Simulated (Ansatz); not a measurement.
# HfSi (model cell, started as zinc blende): from the cell to its phonons, part 3 of 3

How does HfSi (model cell, started as zinc blende) vibrate, and is this structure a minimum?

Ansatz 0.2.0; DFT r2SCAN, scalar-relativistic, plane waves, PAW.

So far. Step 4 (Relaxing to small forces for the phonons): The forces vanish by symmetry and the pressure is 0.000 GPa, within the tolerances set. The cell now holds 27.66 Å³/atom. Step 5 (Modes at Γ): Before it was imposed, the acoustic sum rule was missed by 4.4e-5 eV/Å² and the charge sum rule by 0.0017 e. Small misses are needed for a sound result but don't prove that mesh and cutoff are converged. The lowest optical mode is real, 306 cm⁻¹. The relaxed cell has a = 6.048 Å (conventional setting).

The structure was built from a prototype and need not be the compound's stable phase.

## 6. Phonons on a q mesh (continued)

Interpolated from a 4×4×4 q mesh, with the LO-TO term (at Γ the limit along the path; where Γ stands inside the path, tables give the limit on arrival). The phonon branches at the labelled points (cm⁻¹):

```tsv
point	branch 1	branch 2	branch 3	branch 4	branch 5	branch 6
Γ	0	0	0	306	306	352
halfway	18	18	84	292	292	346
X	32	32	131	278	278	322
halfway	30	37	129	279	280	322
U	28	42	125	282	284	323
jump to K	28	42	125	282	284	323
halfway	-10	35	88	298	298	340
Γ	0	0	0	306	306	352
halfway	-3	-3	78	301	301	345
L	19	19	112	296	296	331
halfway	28	38	117	287	292	327
W	40	42	125	276	286	322
halfway	35	37	128	277	283	322
X	32	32	131	278	278	322
```

The phonon branches as a text plot (rows in cm⁻¹):

```
    345 |********               ***************
    329 |        ***************               ******************
    314 |
    299 |*******             **************************
    283 |       ***************                      ************
    268 |
    252 |
    237 |
    222 |
    206 |
    191 |
    175 |
    160 |
    145 |
    129 |         **********                            *********
    114 |        *          ***                 ********
     98 |       *              *              **
     83 |      *                *           **
     68 |    **                  *         *
     52 |   *                     **      *
     37 |  *      ***************   *    *          *************
     21 | *    ***       ******  *** *  *     *********
      6 |*   **                *    ****     *
     -9 | ***                   ******  *****
         Γ           X  U|K            Γ         L        W     X
```

Tetrahedra on a 20×20×20 mesh, mean over bins of 5 cm-1. Interpolated from a 4×4×4 q mesh. Phonon density of states against wavenumber; read off at these points:

```tsv
wavenumber (cm⁻¹)	phonon density of states (1/cm⁻¹/cell)
-18	0.0019
2	0.00589
18	0.0291
32	0.0811
38	0.0741
52	0.00162
72	0.00356
88	0.00641
108	0.0187
122	0.0365
142	0
158	0
178	0
192	0
212	0
228	0
248	0
262	0
282	0.0640
292	0.105
298	0.0804
318	0
328	0.0633
332	0.0398
352	0.00558
```

Phonopy on the run's constants, 17x17x17 mesh, Gaussian sigma 2.9 cm-1. Interpolated from a 4×4×4 q mesh. Partial phonon density of states against wavenumber; read off at these points; values in 1/cm⁻¹/cell:

```tsv
wavenumber (cm⁻¹)	Hf	Si
-20.0	0.00115	1.9e-4
-10.0	0.00968	0.00162
0.0	0.00165	2.8e-4
10.0	0.0106	0.00180
20.0	0.0356	0.00614
30.0	0.0663	0.0108
40.0	0.0541	0.00761
50.0	0.00188	2.6e-4
60.0	0.00223	2.9e-4
70.0	0.00285	3.3e-4
80.0	0.00403	4.2e-4
90.0	0.00647	5.7e-4
100.0	0.0107	7.3e-4
110.0	0.0237	0.00102
120.0	0.0334	6.2e-4
121.4	0.0334	5.0e-4
130.0	0.00836	3.3e-5
140.0	6.0e-6	0
150.0	0	0
160.0	0	0
170.0	0	0
180.0	0	0
190.0	0	0
200.0	0	0
210.0	0	0
220.0	0	0
230.0	0	0
240.0	0	0
250.0	0	0
260.0	0	0
270.0	6.3e-5	4.3e-4
280.0	0.00643	0.0419
290.0	0.0134	0.0847
292.6	0.0140	0.0875
300.0	0.00720	0.0434
310.0	1.7e-4	0.00101
320.0	1.1e-4	0.0154
327.8	0.00149	0.0564
330.0	0.00174	0.0496
340.0	0.00152	0.0187
350.0	0.00118	0.00933
360.0	8.0e-6	7.0e-5
370.0	0	0
```

Second derivatives of the energy by pair, one row for each kind of neighbour of each atom listed. Each entry sums the pair over the periodic images of the supercell that the q mesh stands for, and in a polar crystal it holds the long-range dipole part too. Force constants by pair, by row:

```tsv
atom	neighbour	distance (Å)	third of the trace (eV/Å²)	along the pair's line (eV/Å²)
Hf1	itself	0	8.986	–
Hf1	Si	2.619	-2.212	-5.89
Hf1	Hf	4.277	0.0527	-0.2441
Hf1	Si	5.015	-0.058	0.1617
Hf1	Hf	6.048	-0.0747	-0.2585
Hf1	Si	6.591	0.0574	0.1453
Hf1	Hf	7.407	-0.0252	-0.0925
Si2	itself	0	8.643	–
Si2	Hf	2.619	-2.212	-5.89
Si2	Si	4.277	0.0494	-0.4634
Si2	Hf	5.015	-0.058	0.1617
Si2	Si	6.048	-0.042	-0.1156
Si2	Hf	6.591	0.0574	0.1453
Si2	Si	7.407	-0.0137	-0.0824
```

Symmetry leaves 8 wavevectors to solve. The lowest mode among them, the acoustic zeros apart, lies at q = (0, 0, 0.25) and is slightly imaginary, 3.3i cm⁻¹, too near zero to call. Between them the interpolated path dips to 17i cm⁻¹.

## 7. Another isotope, element Hf, natural mass 178.486 amu

An isotope changes the mass and not the force constants, so no new electronic calculation is needed; the shifts show which modes move this element.

The same force constants with the mass of Hf changed from 178.486 to 173.940 u (phonopy, no LO-TO term). Both lists are sorted by frequency; levels can cross, so a row need not hold one and the same mode. Modes under 3 cm⁻¹ are left out. Isotope shifts, by row:

```tsv
q	rank	natural mass (cm⁻¹)	changed mass (cm⁻¹)
0 0 0	4	305.9	306.4
0 0 0	5	305.9	306.4
0 0 0	6	305.9	306.4
0 0 0.25	1	-3.29	-3.33
0 0 0.25	2	-3.29	-3.33
0 0 0.25	3	77.78	78.69
0 0 0.25	4	300.7	301.2
0 0 0.25	5	300.7	301.2
0 0 0.25	6	345.2	345.6
0 0 -0.5	1	19.19	19.4
0 0 -0.5	2	19.19	19.4
0 0 -0.5	3	111.7	113.1
0 0 -0.5	4	296.5	297.1
0 0 -0.5	5	296.5	297.1
0 0 -0.5	6	330.6	330.8
0 0.25 0.25	1	17.77	17.97
0 0.25 0.25	2	17.77	17.97
0 0.25 0.25	3	83.53	84.51
0 0.25 0.25	4	292.5	293
0 0.25 0.25	5	292.5	293
0 0.25 0.25	6	345.9	346.3
```

A mode of this element alone would shift by +1.30 %. The highest zone-centre frequency without the field goes from 305.9 to 306.4 cm⁻¹ (+0.2 %). The product of the frequency ratios over all optical modes at Γ is 1.005; the product rule, (m/m′)^(3k/2) (M′/M)^(3/2) with k = 1 such atoms and M the mass of the cell, gives 1.005.

## 8. Isotope substitution, element Si, natural mass 28.085 amu

The same for Si, from 28.09 to 29.97 u.

A mode of this element alone would shift by -3.20 %. The highest zone-centre frequency without the field goes from 305.9 to 297.4 cm⁻¹ (-2.8 %). The product of the frequency ratios over all optical modes at Γ is 0.919; the product rule, (m/m′)^(3k/2) (M′/M)^(3/2) with k = 1 such atoms and M the mass of the cell, gives 0.919.

## 9. Summary of results

| Property | Result |
| --- | --- |
| space group after relaxation (within 0.01 Å) | F-43m |
| volume per atom | 27.7 Å³ |
| gap on the k-mesh | 0.316 eV |
| highest optical mode at the zone centre (no LO-TO term) | 306 cm⁻¹ |
| top of the zone-centre spectrum with the field | 352 cm⁻¹ |
| lowest optical zone-centre mode | 306 cm⁻¹ |
| mean high-frequency dielectric constant | 20.8 |
| mean static dielectric constant | 27.6 |
| largest Born charge (third of the trace) | 4.17 e |
| lowest mode on the q mesh (acoustic modes at Γ apart) | -3.3 cm⁻¹ |
| highest frequency on the path or at a solved wavevector | 352 cm⁻¹ |
| imaginary modes on the 4×4×4 q mesh | one or more, weakly |

No mode is clearly imaginary at the 8 irreducible wavevectors solved, but the lowest, 3.3i cm⁻¹, is too near zero to call. Without the field, the optical modes at Γ form one degenerate level at 306 cm⁻¹. The highest mode in this list at Γ, 305.9 cm⁻¹, is mostly motion of Si (86 % of the kinetic energy). With the macroscopic field of the longitudinal modes the top of the zone-centre spectrum lies at 352 cm⁻¹, against 306 cm⁻¹ without it. Lattice motion raises the mean dielectric constant from 20.78 to 27.59. The strongest infrared line is at 306 cm⁻¹. The interpolated path dips to 17i cm⁻¹ between the solved wavevectors, which may come from the interpolation; a denser q mesh would tell. With the field response the log warns that the k mesh is coarse for the force constants too, so the frequencies may not be converged. The program warns that the interpolation holds no quadrupole term, so branches close to Γ can be off in this crystal. Spin-orbit coupling is left out, which can matter for the heavy elements here. The starting cell was built on a prototype and not taken from a measurement, so the phase need not exist. These are harmonic frequencies at zero temperature: anharmonic shifts, linewidths and thermal expansion are left out.

[Logs are printed without paths, hosts, clocks, repeated set-up lines and the standing remarks that a program may print on its own settings, such as how far it seeks lower states.]

[Hosts, paths, dates, database ids (printed as entryN), source tags and the programs' standing remarks are cut or masked in the printed files.]
